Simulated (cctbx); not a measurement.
## What resolution and counting buy: La4Te3I3N

Space group P6_3mc (no. 186), a = 10.3310 Å, b = 10.3310 Å, c = 7.7460 Å, α = 90.00°, β = 90.00°, γ = 120.00°.

| atom | mult. | x | y | z | Ueq (Å²) |
| --- | --- | --- | --- | --- | --- |
| La1 | 2 | 1/3 | 2/3 | 0.7075 | 0.0190 |
| La2 | 6 | 0.7988 | 0.2012 | 0.7518 | 0.0202 |
| I1 | 6 | 0.8684 | 0.1316 | 0.1464 | 0.0093 |
| Te1 | 6 | 0.5307 | 0.4693 | 0.4679 | 0.0311 |
| N1 | 2 | 1/3 | 2/3 | 0.3627 | 0.0376 |

The model was made for the exercise: a known structure type with other elements put in, its volume estimated, not relaxed; displacement parameters are assumed.

Five simulated data sets (cctbx; Ag Kα, λ = 0.56087 Å; 4 % proportional error) differ in resolution or exposure (noise floor 8 counts in the first three, 8 in the last two). Each is refined with the right model, isotropic at 1.1 Å and anisotropic otherwise. How do the figures of merit and the uncertainties move?

```
d min (Å)  top counts  ⟨I/σ⟩ (unmerged, absences included)  unique  param. (scale apart)   Rint      R1  GooF  largest s.u. xyz (fractional)  s.u. U of N1 (Å²)  largest error (Å)
      1.1       20000                                 15.0     231                    13  0.035  0.0289  3.76                        0.00697             0.0114             0.0134
     0.84       20000                                 13.2     504                    24  0.037  0.0104  1.00                        0.00151             0.0038             0.0281
      0.6       20000                                 10.1    1309                    24  0.043  0.0127  0.95                        0.00131             0.0024             0.0153
     0.75         300                                  1.1     685                    24  0.422  0.0831  0.90                        0.02270             0.0556             0.1166
     0.75        3000                                  5.5     685                    24  0.083  0.0233  0.91                        0.00377             0.0098             0.0290
```

GooF reaches 3.76 where the model lacks something that the data hold (anisotropy at the isotropic level, for one). The s.u. of U for N1 goes 0.0114, 0.0038, 0.0024 Å² with resolution and 0.0556, 0.0098 Å² with exposure.

The 1.1 Å row also differs in its displacement model, so it isn't a clean test of resolution.

Hardware for the 0.6 Å refinement: 0.66 s on 1 thread of Arm Neoverse V2 (shared host), peak memory 0.09 GiB.

[Logs are printed without paths, hosts, clocks, repeated set-up lines and the standing remarks that a program may print on its own settings, such as how far it seeks lower states.]
